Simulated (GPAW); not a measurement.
# A Pt chain with one Ni atom in line: relaxation, then transmission at several levels

How well does a Pt chain with one Ni atom in line conduct once its atoms have relaxed, and how much do cheaper levels lose?

Main program and level: GPAW 26.7.0; GPAW LCAO, PAW setups; relaxation of the junction within the symmetry of its start, lead ends held, in the first sound run; inputs show where later runs differ.

Report form: the programs' logs are mostly left out.

**1. The structure**

The cell holds 17 atoms: 16 Pt and 1 Ni. Its edges and angles: a = 9.000 Å, b = 9.000 Å, c = 40.493 Å, α = 90.0°, β = 90.0°, γ = 90.0°. Regions: left lead, 8 atoms (8 Pt); channel, 1 atom (1 Ni); right lead, 8 atoms (8 Pt). Vacuum lies along a and b. The structure is stacked along c, and the current runs across the ab planes.

**2. Relaxation**

Transmission follows bond lengths closely, so the atoms between the held lead ends are relaxed first, within whatever symmetry the start has.

run.py

```python
import json
from ase import Atoms
from ase.constraints import FixAtoms
from ase.optimize import BFGS
from gpaw import GPAW, FermiDirac

device = Atoms(
    ['Pt', 'Pt', 'Pt', 'Pt', 'Pt', 'Pt', 'Pt', 'Pt', 'Ni', 'Pt', 'Pt', 'Pt', 'Pt', 'Pt', 'Pt', 'Pt', 'Pt'],
    positions=[
        [4.50000, 4.50000, 1.20000],
        [4.50000, 4.50000, 3.60000],
        [4.50000, 4.50000, 6.00000],
        [4.50000, 4.50000, 8.40000],
        [4.50000, 4.50000, 10.80000],
        [4.50000, 4.50000, 13.20000],
        [4.50000, 4.50000, 15.60000],
        [4.50000, 4.50000, 18.00000],
        [4.50000, 4.50000, 20.24670],
        [4.50000, 4.50000, 22.49340],
        [4.50000, 4.50000, 24.89340],
        [4.50000, 4.50000, 27.29340],
        [4.50000, 4.50000, 29.69340],
        [4.50000, 4.50000, 32.09340],
        [4.50000, 4.50000, 34.49340],
        [4.50000, 4.50000, 36.89340],
        [4.50000, 4.50000, 39.29340]],
    cell=[[9.0, 0.0, 0.0], [0.0, 9.0, 0.0], [0.0, 0.0, 40.4934]],
    pbc=True,
    magmoms=[0.0, 0.0, 0.0, 0.0, 0.0, 0.0, 0.0, 0.0, 1.0, 0.0, 0.0, 0.0, 0.0, 0.0, 0.0, 0.0, 0.0])

device.set_constraint(FixAtoms([0, 1, 2, 3, 4, 5, 6, 10, 11, 12, 13, 14, 15, 16]))
device.calc = GPAW(mode='lcao', basis='dzp', xc='PBE', h=0.18,
                   kpts={'size': (1, 1, 2), 'gamma': True},
                   symmetry={'tolerance': 1e-3, 'extra_ids': [1, 1, 1, 1, 1, 1, 1, 0, 0, 0, 1, 1, 1, 1, 1, 1, 1]},
                   occupations=FermiDirac(0.1), maxiter=250,
                   mixer=dict(beta=0.05, nmaxold=8, weight=100.0),
                   convergence=dict(density=0.0001), txt='relax.txt')
path = []
opt = BFGS(device, maxstep=0.15)
opt.attach(lambda: path.append((device.get_potential_energy(), device.positions.tolist(), device.get_forces().tolist())))
relaxed = bool(opt.run(fmax=0.05, steps=50))
json.dump(dict(relaxed=relaxed, path=path, positions=device.positions.tolist(), moments=device.get_magnetic_moments().tolist(),
               forces=device.get_forces(apply_constraint=False).tolist()), open('result.json', 'w'))
```

The run is started by

```
> OMP_NUM_THREADS=1 OPENBLAS_NUM_THREADS=1 python run.py
```

It took 42 min on 1 thread of Arm Neoverse N1, shared host; peak memory 2.5 GiB.

Hardly anything moved in the relaxation; the energy changed by under 0.2 meV an atom.

Numbers from this step:

* sum of the site moments: 1.369 μB

Site moment by atom:

| atom | site moment (μB) |
| --- | --- |
| Pt1 | -0.059 |
| Pt2 | 0.020 |
| Pt3 | 0.087 |
| Pt4 | 0.050 |
| Pt5 | -0.072 |
| Pt6 | -0.143 |
| Pt7 | -0.009 |
| Pt8 | 0.318 |
| Ni9 | 0.982 |
| Pt10 | 0.318 |
| Pt11 | -0.009 |
| Pt12 | -0.143 |
| Pt13 | -0.072 |
| Pt14 | 0.050 |
| Pt15 | 0.087 |
| Pt16 | 0.020 |
| Pt17 | -0.059 |

The relaxation lowered the energy of the cell by 2.3e-4 eV (energies extrapolated to zero smearing; the optimiser's log prints free energies). The largest force left on a free atom is 0.0061 eV/Å.

**3. Double-zeta polarised basis**

The script solves lead and junction separately, takes H and S in the orbital basis, and joins semi-infinite leads through their self-energies; the dzp basis is the working standard.

This step: GPAW LCAO, PAW setups; Landauer transmission from Green's functions with principal layers (ASE), zero bias (GPAW 26.7.0).

run.py

```python
import json
import numpy as np
from ase import Atoms
from ase.transport.calculators import TransportCalculator
from gpaw import GPAW, FermiDirac
from gpaw.lcao.tools import get_lcao_hamiltonian
from scipy.linalg import eigh

# The junction with lead layers at both ends, along the third cell vector
device = Atoms(
    ['Pt', 'Pt', 'Pt', 'Pt', 'Pt', 'Pt', 'Pt', 'Pt', 'Ni', 'Pt', 'Pt', 'Pt', 'Pt', 'Pt', 'Pt', 'Pt', 'Pt'],
    positions=[
        [4.50000, 4.50000, 1.20000],
        [4.50000, 4.50000, 3.60000],
        [4.50000, 4.50000, 6.00000],
        [4.50000, 4.50000, 8.40000],
        [4.50000, 4.50000, 10.80000],
        [4.50000, 4.50000, 13.20000],
        [4.50000, 4.50000, 15.60000],
        [4.50000, 4.50000, 17.99643],
        [4.50000, 4.50000, 20.24670],
        [4.50000, 4.50000, 22.49697],
        [4.50000, 4.50000, 24.89340],
        [4.50000, 4.50000, 27.29340],
        [4.50000, 4.50000, 29.69340],
        [4.50000, 4.50000, 32.09340],
        [4.50000, 4.50000, 34.49340],
        [4.50000, 4.50000, 36.89340],
        [4.50000, 4.50000, 39.29340]],
    cell=[[9.0, 0.0, 0.0], [0.0, 9.0, 0.0], [0.0, 0.0, 40.4934]],
    pbc=True,
    magmoms=[0.0, 0.0, 0.0, 0.0, 0.0, 0.0, 0.0, 0.0, 1.0, 0.0, 0.0, 0.0, 0.0, 0.0, 0.0, 0.0, 0.0])

# One principal layer of the lead: the first 5 atoms of the device
lead = Atoms(
    ['Pt', 'Pt', 'Pt', 'Pt', 'Pt'],
    positions=[
        [4.50000, 4.50000, 1.20000],
        [4.50000, 4.50000, 3.60000],
        [4.50000, 4.50000, 6.00000],
        [4.50000, 4.50000, 8.40000],
        [4.50000, 4.50000, 10.80000]],
    cell=[[9.0, 0.0, 0.0], [0.0, 9.0, 0.0], [0.0, 0.0, 12.0]],
    pbc=True,
    magmoms=[0.0, 0.0, 0.0, 0.0, 0.0])

settings = dict(mode='lcao', basis='dzp', xc='PBE', h=0.18,
                occupations=FermiDirac(0.1), maxiter=250,
                mixer=dict(beta=0.05, nmaxold=8, weight=100.0),
                convergence=dict(density=0.0001))
energies = np.arange(-2, 2 + 1e-9, 0.025)
eta = 0.0001
n1, n2 = 1, 1
# k and -k transmit alike, so half of the mesh across the current serves
mesh = [(i, j) for i in range(n1) for j in range(n2) if (i, j) <= (-i % n1, -j % n2)]
weights = np.array([1 if (i, j) == (-i % n1, -j % n2) else 2 for i, j in mesh]) / (n1 * n2)

# [... helper functions left out ...]
fermi_lead = ground_state(lead, (1, 1, 10), 'lead.txt')
fermi_device = ground_state(device, (1, 1, 2), 'device.txt')
# [... loop over the mesh left out, but for ...]
        # Shift the lead onto the potential of the device's first layer
        shift = ((H[:, 0, 0] - H0[:, 0, 0]) / S0[0, 0]).real.mean()
# [...]
kT = 8.617333e-5 * 300
bias = [0.1, 0.2, 0.5, 1.0, 1.5, 2.0]
# [... integrals and printing left out ...]
```

The job ended after 28 min (1 thread; peak memory 2.7 GiB).

Numbers from this step:

```yaml
conductance: 3.073 G₀
thermopower: 3.688 μV/K
largest_coupling_past_the_next_principal_layer: 8.09e-6 eV
largest_misfit_of_the_first_principal_layer: 0.1499 eV
shift_that_aligns_the_lead: -0.001592 eV
basis_functions_of_the_junction: 459
basis_functions_of_a_principal_layer: 135
transmission_at_the_fermi_level_spin_up: 2.426
transmission_at_the_fermi_level_spin_down: 3.721
```

Each spin. Table of transmission, zone mean by energy, zero at the Fermi level:

| energy (eV) | T, spin up | T, spin down |
| --- | --- | --- |
| -2.000 | 2.98 | 2.37 |
| -1.900 | 2.94 | 2.44 |
| -1.800 | 2.82 | 2.50 |
| -1.700 | 2.09 | 2.55 |
| -1.600 | 2.81 | 2.61 |
| -1.500 | 3.33 | 3.12 |
| -1.400 | 3.53 | 3.36 |
| -1.300 | 3.54 | 3.71 |
| -1.200 | 3.74 | 3.76 |
| -1.125 | 4.96 | 3.76 |
| -1.100 | 4.79 | 3.78 |
| -1.000 | 4.41 | 3.89 |
| -0.900 | 4.00 | 4.06 |
| -0.800 | 4.04 | 4.30 |
| -0.700 | 3.76 | 4.60 |
| -0.600 | 3.69 | 4.90 |
| -0.500 | 3.42 | 5.18 |
| -0.425 | 3.24 | 5.86 |
| -0.400 | 3.18 | 5.67 |
| -0.300 | 3.03 | 4.15 |
| -0.200 | 2.81 | 3.88 |
| -0.100 | 2.60 | 3.85 |
| 0.000 | 2.43 | 3.72 |
| 0.100 | 2.33 | 3.51 |
| 0.200 | 2.24 | 3.42 |
| 0.300 | 2.05 | 2.77 |
| 0.400 | 1.99 | 2.79 |
| 0.500 | 1.82 | 2.87 |
| 0.600 | 1.51 | 2.90 |
| 0.700 | 1.09 | 2.90 |
| 0.800 | 0.942 | 0.931 |
| 0.900 | 0.943 | 0.932 |
| 1.000 | 0.944 | 0.934 |
| 1.100 | 0.945 | 0.937 |
| 1.200 | 0.947 | 0.939 |
| 1.300 | 0.949 | 0.942 |
| 1.400 | 0.951 | 0.945 |
| 1.500 | 0.952 | 0.947 |
| 1.600 | 0.954 | 0.949 |
| 1.700 | 0.957 | 0.951 |
| 1.800 | 0.959 | 0.953 |
| 1.900 | 0.961 | 0.954 |
| 2.000 | 0.964 | 0.956 |

Not self-consistent under bias; the bias window is split evenly. Table of current through one cell, from the zero-bias transmission by bias:

| bias (V) | current through one cell, from the zero-bias transmission (μA) |
| --- | --- |
| 0.100 | 23.8 |
| 0.200 | 47.6 |
| 0.500 | 119 |
| 1.000 | 246 |
| 1.500 | 368 |
| 2.000 | 467 |

Table of transmission of the three most open eigenchannels by energy, zero at the Fermi level:

| energy (eV) | channel 1 up | channel 2 up | channel 3 up | channel 1 down | channel 2 down | channel 3 down |
| --- | --- | --- | --- | --- | --- | --- |
| -2.000 | 0.993 | 0.993 | 0.990 | 0.907 | 0.734 | 0.734 |
| -1.800 | 0.975 | 0.975 | 0.871 | 0.923 | 0.786 | 0.786 |
| -1.600 | 0.960 | 0.960 | 0.895 | 0.938 | 0.837 | 0.837 |
| -1.400 | 0.953 | 0.946 | 0.946 | 0.963 | 0.896 | 0.896 |
| -1.200 | 0.930 | 0.930 | 0.914 | 0.994 | 0.932 | 0.932 |
| -1.000 | 0.917 | 0.897 | 0.897 | 0.997 | 0.945 | 0.945 |
| -0.800 | 0.929 | 0.870 | 0.870 | 0.998 | 0.959 | 0.959 |
| -0.600 | 0.932 | 0.850 | 0.850 | 0.996 | 0.984 | 0.984 |
| -0.400 | 0.940 | 0.802 | 0.802 | 0.994 | 0.994 | 0.981 |
| -0.200 | 0.952 | 0.701 | 0.701 | 0.982 | 0.982 | 0.976 |
| 0.000 | 0.953 | 0.600 | 0.600 | 0.978 | 0.919 | 0.919 |
| 0.200 | 0.950 | 0.560 | 0.560 | 0.958 | 0.873 | 0.873 |
| 0.400 | 0.942 | 0.524 | 0.524 | 0.932 | 0.932 | 0.922 |
| 0.600 | 0.941 | 0.287 | 0.287 | 0.984 | 0.984 | 0.930 |
| 0.800 | 0.942 | 5.3e-7 | 1.4e-10 | 0.931 | 9.3e-7 | 1.2e-9 |
| 1.000 | 0.944 | 5.4e-7 | 0 | 0.934 | 9.5e-7 | 0 |
| 1.200 | 0.947 | 5.5e-7 | 0 | 0.939 | 9.7e-7 | 0 |
| 1.400 | 0.951 | 5.6e-7 | 0 | 0.945 | 9.9e-7 | 0 |
| 1.600 | 0.954 | 5.7e-7 | 0 | 0.949 | 1.0e-6 | 0 |
| 1.800 | 0.959 | 5.7e-7 | 0 | 0.953 | 1.0e-6 | 0 |
| 2.000 | 0.964 | 5.8e-7 | 0 | 0.956 | 1.1e-6 | 0 |

Site moment by atom:

| atom | site moment (μB) |
| --- | --- |
| Pt1 | -0.056 |
| Pt2 | 0.020 |
| Pt3 | 0.084 |
| Pt4 | 0.048 |
| Pt5 | -0.071 |
| Pt6 | -0.141 |
| Pt7 | -0.005 |
| Pt8 | 0.322 |
| Ni9 | 0.986 |
| Pt10 | 0.322 |
| Pt11 | -0.005 |
| Pt12 | -0.141 |
| Pt13 | -0.071 |
| Pt14 | 0.048 |
| Pt15 | 0.084 |
| Pt16 | 0.020 |
| Pt17 | -0.056 |

Couplings past the next layer reach 8.1e-6 eV, small enough to drop; the matrix elements of the cell's first layer differ from the bulk lead's by up to 0.15 eV. That layer keeps its own values in the calculation, and only beyond it is the lead taken as perfect. The Fermi levels of lead and junction count from different zeros of potential, one for each periodic cell; with both set to zero, the small remaining shift is what aligns them. Without spin-orbit coupling, which is large for these atoms, channel counts and T are those of the scalar-relativistic bands. By hand: G = 3.073 × 77.48 μS = 238 μS, a resistance of 4.20 kΩ; at 0.1 V a linear junction would pass 23.8 μA, and the integral over the bias window gives 23.8 μA. Mott's formula, S = -(π²/3)(k_B²T/e) d ln T/dE, has the prefactor 7.33 μV/K·eV at 300 K; T = 3.114 at -0.025 eV and 3.032 at 0.025 eV give a slope of -0.536 per eV and S = 3.93 μV/K, beside 3.69 μV/K from the thermal integral, which interpolates the same grid.

**4. Single-zeta polarised basis**

One radial function a shell plus polarisation makes the matrices smaller; the question is what that costs.

run.py: that of step 3 with these lines changed.

```diff
@@ -46,3 +46,3 @@
 
-settings = dict(mode='lcao', basis='dzp', xc='PBE', h=0.18,
+settings = dict(mode='lcao', basis='szp(dzp)', xc='PBE', h=0.18,
                 occupations=FermiDirac(0.1), maxiter=250,
```

It took 18 min on 1 thread; peak memory 2.6 GiB.

This step gave:

| Quantity | Value |
| --- | --- |
| conductance | 2.868 G₀ |
| thermopower | 4.427 μV/K |
| largest coupling past the next principal layer | 8.13e-6 eV |
| largest misfit of the first principal layer | 0.1648 eV |
| shift that aligns the lead | -0.005557 eV |
| basis functions of the junction | 255 |
| basis functions of a principal layer | 75 |
| transmission at the Fermi level, spin up | 2.241 |
| transmission at the Fermi level, spin down | 3.495 |

Each spin. Table of transmission, zone mean by energy, zero at the Fermi level:

| energy (eV) | T, spin up | T, spin down |
| --- | --- | --- |
| -2.000 | 2.94 | 2.23 |
| -1.800 | 2.27 | 2.32 |
| -1.600 | 2.79 | 2.42 |
| -1.400 | 3.24 | 3.45 |
| -1.200 | 3.58 | 3.62 |
| -1.125 | 4.48 | 3.67 |
| -1.000 | 4.04 | 3.76 |
| -0.800 | 3.65 | 4.11 |
| -0.600 | 3.37 | 4.61 |
| -0.425 | 3.05 | 5.85 |
| -0.400 | 3.00 | 5.52 |
| -0.200 | 2.57 | 3.81 |
| 0.000 | 2.24 | 3.50 |
| 0.200 | 2.15 | 3.08 |
| 0.400 | 1.96 | 2.55 |
| 0.525 | 1.66 | 2.64 |
| 0.600 | 1.39 | 2.55 |
| 0.800 | 0.948 | 0.940 |
| 1.000 | 0.949 | 0.939 |
| 1.200 | 0.951 | 0.941 |
| 1.400 | 0.952 | 0.944 |
| 1.600 | 0.954 | 0.947 |
| 1.800 | 0.956 | 0.950 |
| 2.000 | 0.959 | 0.951 |

Not self-consistent under bias; the bias window is split evenly. Current through one cell, from the zero-bias transmission against bias:

| bias (V) | current through one cell, from the zero-bias transmission (μA) |
| --- | --- |
| 0.100 | 22.2 |
| 0.200 | 44.5 |
| 0.500 | 112 |
| 1.000 | 230 |
| 1.500 | 339 |
| 2.000 | 432 |

The transmission of the three most open eigenchannels by energy, zero at the Fermi level:

| energy (eV) | channel 1 up | channel 2 up | channel 3 up | channel 1 down | channel 2 down | channel 3 down |
| --- | --- | --- | --- | --- | --- | --- |
| -2.000 | 0.988 | 0.988 | 0.966 | 0.890 | 0.669 | 0.669 |
| -1.800 | 0.967 | 0.967 | 0.331 | 0.904 | 0.706 | 0.706 |
| -1.600 | 0.953 | 0.953 | 0.885 | 0.920 | 0.748 | 0.748 |
| -1.400 | 0.993 | 0.943 | 0.943 | 0.965 | 0.861 | 0.813 |
| -1.200 | 0.933 | 0.915 | 0.915 | 0.956 | 0.940 | 0.862 |
| -1.000 | 0.949 | 0.872 | 0.872 | 0.996 | 0.931 | 0.879 |
| -0.800 | 0.948 | 0.842 | 0.842 | 0.994 | 0.942 | 0.900 |
| -0.600 | 0.953 | 0.821 | 0.821 | 0.996 | 0.946 | 0.946 |
| -0.400 | 0.952 | 0.755 | 0.755 | 0.983 | 0.972 | 0.972 |
| -0.200 | 0.959 | 0.629 | 0.629 | 0.976 | 0.949 | 0.940 |
| 0.000 | 0.963 | 0.535 | 0.535 | 0.983 | 0.870 | 0.821 |
| 0.200 | 0.961 | 0.532 | 0.532 | 0.970 | 0.737 | 0.737 |
| 0.400 | 0.948 | 0.506 | 0.506 | 0.949 | 0.802 | 0.802 |
| 0.600 | 0.947 | 0.220 | 0.220 | 0.945 | 0.802 | 0.802 |
| 0.800 | 0.948 | 3.0e-7 | 1.1e-11 | 0.940 | 3.9e-7 | 1.2e-10 |
| 1.000 | 0.949 | 3.1e-7 | 0 | 0.939 | 3.9e-7 | 0 |
| 1.200 | 0.951 | 3.1e-7 | 0 | 0.941 | 4.0e-7 | 0 |
| 1.400 | 0.952 | 3.1e-7 | 0 | 0.944 | 4.1e-7 | 0 |
| 1.600 | 0.954 | 3.2e-7 | 0 | 0.947 | 4.1e-7 | 0 |
| 1.800 | 0.956 | 3.2e-7 | 0 | 0.950 | 4.2e-7 | 0 |
| 2.000 | 0.959 | 3.2e-7 | 0 | 0.951 | 4.3e-7 | 0 |

Site moment by atom:

| atom | site moment (μB) |
| --- | --- |
| Pt1 | -0.07 |
| Pt2 | 0.02 |
| Pt3 | 0.10 |
| Pt4 | 0.06 |
| Pt5 | -0.08 |
| Pt6 | -0.17 |
| Pt7 | -0.03 |
| Pt8 | 0.34 |
| Ni9 | 1.19 |
| Pt10 | 0.34 |
| Pt11 | -0.03 |
| Pt12 | -0.17 |
| Pt13 | -0.08 |
| Pt14 | 0.06 |
| Pt15 | 0.10 |
| Pt16 | 0.02 |
| Pt17 | -0.07 |

The conductance, 2.87 G₀, lies 6.7 % below that of the dzp run.

**5. GPAW, sz: basis = "sz(dzp)"**

The minimal basis is the cheapest rung: no second zeta and no polarisation.

run.py: that of step 4 with these lines changed.

```diff
@@ -46,3 +46,3 @@
 
-settings = dict(mode='lcao', basis='szp(dzp)', xc='PBE', h=0.18,
+settings = dict(mode='lcao', basis='sz(dzp)', xc='PBE', h=0.18,
                 occupations=FermiDirac(0.1), maxiter=250,
```

The job ended after 15 min (1 thread; peak memory 2.6 GiB).

This step gave:

```
conductance                                    : 2.764 G₀
thermopower                                    : 5.237 μV/K
largest coupling past the next principal layer : 8.11e-6 eV
largest misfit of the first principal layer    : 0.06482 eV
shift that aligns the lead                     : -0.005567 eV
basis functions of the junction                : 204
basis functions of a principal layer           : 60
transmission at the Fermi level, spin up       : 2.112
transmission at the Fermi level, spin down     : 3.416
```

Each spin. The transmission, zone mean by energy, zero at the Fermi level:

| energy (eV) | T, spin up | T, spin down |
| --- | --- | --- |
| -2.000 | 2.90 | 2.21 |
| -1.900 | 2.34 | 2.25 |
| -1.800 | 2.45 | 2.28 |
| -1.700 | 2.80 | 2.32 |
| -1.600 | 2.87 | 2.37 |
| -1.500 | 3.36 | 3.20 |
| -1.400 | 3.40 | 3.49 |
| -1.300 | 3.57 | 3.49 |
| -1.200 | 3.55 | 3.57 |
| -1.125 | 4.53 | 3.63 |
| -1.100 | 4.29 | 3.64 |
| -1.000 | 3.98 | 3.72 |
| -0.900 | 3.66 | 3.92 |
| -0.800 | 3.56 | 4.12 |
| -0.700 | 3.36 | 4.35 |
| -0.600 | 3.25 | 4.54 |
| -0.500 | 3.10 | 4.75 |
| -0.425 | 2.94 | 5.76 |
| -0.400 | 2.89 | 5.56 |
| -0.300 | 2.70 | 4.08 |
| -0.200 | 2.43 | 3.79 |
| -0.100 | 2.23 | 3.68 |
| 0.000 | 2.11 | 3.42 |
| 0.100 | 2.08 | 3.07 |
| 0.200 | 2.03 | 2.90 |
| 0.300 | 1.93 | 2.38 |
| 0.400 | 1.86 | 2.46 |
| 0.500 | 1.62 | 2.52 |
| 0.600 | 1.26 | 2.31 |
| 0.700 | 0.942 | 0.940 |
| 0.800 | 0.941 | 0.937 |
| 0.900 | 0.941 | 0.934 |
| 1.000 | 0.941 | 0.932 |
| 1.100 | 0.941 | 0.931 |
| 1.200 | 0.941 | 0.930 |
| 1.300 | 0.941 | 0.930 |
| 1.400 | 0.941 | 0.930 |
| 1.500 | 0.942 | 0.931 |
| 1.600 | 0.942 | 0.932 |
| 1.700 | 0.942 | 0.933 |
| 1.800 | 0.943 | 0.933 |
| 1.900 | 0.944 | 0.933 |
| 2.000 | 0.945 | 0.933 |

The conductance, 2.76 G₀, lies 10 % below that of the dzp run.

**6. RPBE in the dzp basis: xc = "RPBE"**

Back in the dzp basis, the functional changes from PBE to RPBE, to set the spread between functionals beside that between bases.

run.py: that of step 5 with these lines changed.

```diff
@@ -46,3 +46,3 @@
 
-settings = dict(mode='lcao', basis='sz(dzp)', xc='PBE', h=0.18,
+settings = dict(mode='lcao', basis='dzp', xc='RPBE', h=0.18,
                 occupations=FermiDirac(0.1), maxiter=250,
```

The job ended after 34 min (1 thread; peak memory 2.8 GiB).

This step gave:

```
conductance                                    : 2.983 G₀
thermopower                                    : 4.178 μV/K
largest coupling past the next principal layer : 8.00e-6 eV
largest misfit of the first principal layer    : 0.1648 eV
shift that aligns the lead                     : -0.001544 eV
basis functions of the junction                : 459
basis functions of a principal layer           : 135
transmission at the Fermi level, spin up       : 2.302
transmission at the Fermi level, spin down     : 3.665
```

Each spin. Transmission, zone mean against energy, zero at the Fermi level:

| energy (eV) | T, spin up | T, spin down |
| --- | --- | --- |
| -2.000 | 2.96 | 2.36 |
| -1.900 | 2.91 | 2.43 |
| -1.800 | 2.78 | 2.48 |
| -1.700 | 2.10 | 2.53 |
| -1.600 | 2.75 | 2.59 |
| -1.550 | 3.78 | 3.92 |
| -1.500 | 3.28 | 3.10 |
| -1.400 | 3.51 | 3.25 |
| -1.300 | 3.52 | 3.68 |
| -1.200 | 3.70 | 3.75 |
| -1.125 | 4.93 | 3.75 |
| -1.100 | 4.63 | 3.77 |
| -1.000 | 4.30 | 3.87 |
| -0.900 | 3.92 | 4.07 |
| -0.800 | 3.91 | 4.28 |
| -0.700 | 3.68 | 4.59 |
| -0.600 | 3.57 | 4.94 |
| -0.500 | 3.44 | 5.14 |
| -0.425 | 3.16 | 5.79 |
| -0.400 | 3.11 | 5.35 |
| -0.300 | 2.92 | 4.09 |
| -0.200 | 2.69 | 3.87 |
| -0.100 | 2.47 | 3.83 |
| 0.000 | 2.30 | 3.67 |
| 0.100 | 2.23 | 3.40 |
| 0.200 | 2.15 | 3.31 |
| 0.300 | 2.00 | 2.70 |
| 0.400 | 1.95 | 2.74 |
| 0.500 | 1.78 | 2.84 |
| 0.600 | 1.47 | 2.88 |
| 0.700 | 1.06 | 2.86 |
| 0.800 | 0.938 | 0.926 |
| 0.900 | 0.939 | 0.927 |
| 1.000 | 0.941 | 0.929 |
| 1.100 | 0.942 | 0.932 |
| 1.200 | 0.944 | 0.934 |
| 1.300 | 0.945 | 0.937 |
| 1.400 | 0.947 | 0.940 |
| 1.500 | 0.949 | 0.943 |
| 1.600 | 0.951 | 0.946 |
| 1.700 | 0.953 | 0.948 |
| 1.800 | 0.956 | 0.950 |
| 1.900 | 0.958 | 0.951 |
| 2.000 | 0.961 | 0.953 |

The conductance, 2.98 G₀, lies 2.9 % below that of the dzp run.

**7. Without the relaxation: geometry = "as built"**

The dzp basis with PBE on the structure as first built shows what the relaxation was worth.

run.py: that of step 6 with these lines changed.

```diff
@@ -19,5 +19,5 @@
         [4.50000, 4.50000, 15.60000],
-        [4.50000, 4.50000, 17.99643],
+        [4.50000, 4.50000, 18.00000],
         [4.50000, 4.50000, 20.24670],
-        [4.50000, 4.50000, 22.49697],
+        [4.50000, 4.50000, 22.49340],
         [4.50000, 4.50000, 24.89340],
@@ -46,3 +46,3 @@
 
-settings = dict(mode='lcao', basis='dzp', xc='RPBE', h=0.18,
+settings = dict(mode='lcao', basis='dzp', xc='PBE', h=0.18,
                 occupations=FermiDirac(0.1), maxiter=250,
```

The job ended after 26 min (1 thread; peak memory 2.8 GiB).

Numbers from this step:

| Quantity | Value |
| --- | --- |
| conductance | 3.073 G₀ |
| thermopower | 3.802 μV/K |
| largest coupling past the next principal layer | 8.09e-6 eV |
| largest misfit of the first principal layer | 0.1452 eV |
| shift that aligns the lead | -0.006631 eV |
| transmission at the Fermi level, spin up | 2.452 |
| transmission at the Fermi level, spin down | 3.696 |

The conductance equals that of the dzp run to 0.2 %.

(Part 1 of 2 ends here.)

[Logs are printed without paths, hosts, clocks, repeated set-up lines and the standing remarks that a program may print on its own settings, such as how far it seeks lower states.]

[Hosts, paths, dates, database ids (printed as entryN), source tags and the programs' standing remarks are cut or masked in the printed files.]
